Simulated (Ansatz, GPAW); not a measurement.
**RbS3Br (R3m): refractive index against wavelength**

The refractive index of RbS3Br (R3m) along x below the direct gap (1.64 eV on the mesh) is read from one computed spectrum, n = √(Re ε). x, y and z are the Cartesian axes of the input cell.

Cell: a, b, c = 5.625, 5.625, 5.625 Å (primitive vectors), 5 atoms.

Method: GPAW 26.7.0, PBE, RPA, k-mesh 6×6×6, local fields up to 50 eV, Lorentzian half width 0.1 eV.

Launch of the response step: `OMP_NUM_THREADS=1 python df.py`. The run took 4.7 min, its band step included, on 1 thread of Arm Neoverse V2 (shared host).

| wavelength (nm) | photon energy E (eV) | n |
| --- | --- | --- |
| 3000 | 0.413 | 2.0626 |
| 2000 | 0.620 | 2.0750 |
| 1550 | 0.800 | 2.0907 |
| 1310 | 0.946 | 2.1076 |
| 1064 | 1.165 | ? |

In the single-oscillator model n² − 1 = E₀E_d/(E₀² − E²), so 1/(n² − 1) = E₀/E_d − E²/(E₀E_d) is linear in E².

Working, on the rows shown:

| x = E² (eV²) | y = 1/(n² − 1) |
| --- | --- |
| 0.170801 | 0.307284 |
| 0.384302 | 0.302515 |
| 0.639837 | 0.296646 |
| 0.895757 | 0.290531 |

Means: x̄ = 0.52267, ȳ = 0.29924. Σ(x − x̄)(y − ȳ) = -0.006837, Σ(x − x̄)² = 0.2959. Slope = -0.006837 / 0.2959 = -0.02311; intercept = ȳ − slope · x̄ = 0.31132. Turned back into n, the line misses the rows shown by at most 0.0003.

Fill in the last column of the withheld row.

At x = 1.3578 the line gives y = 0.27995, that is 2.1383. The run gave 2.1416, so the extrapolation is off by 0.0033, 4 % of the range in the table.

Refitted with all rows, the slope is -0.02398 and the intercept 0.3117. These give E₀ = √(intercept/−slope) = 3.61 eV and E_d = E₀/intercept = 11.6 eV; E₀ is 2.2 times the direct gap. The electronic limit at long wavelengths, without lattice vibrations, is n = √(1 + 1/intercept) = 2.051. The structure is a model and need not exist. Excitons are left out; PBE gaps are as a rule too small. The values come from a sum over the points of one k-mesh and carry its error, which grows as the direct gap shrinks. Spin-orbit coupling is left out.
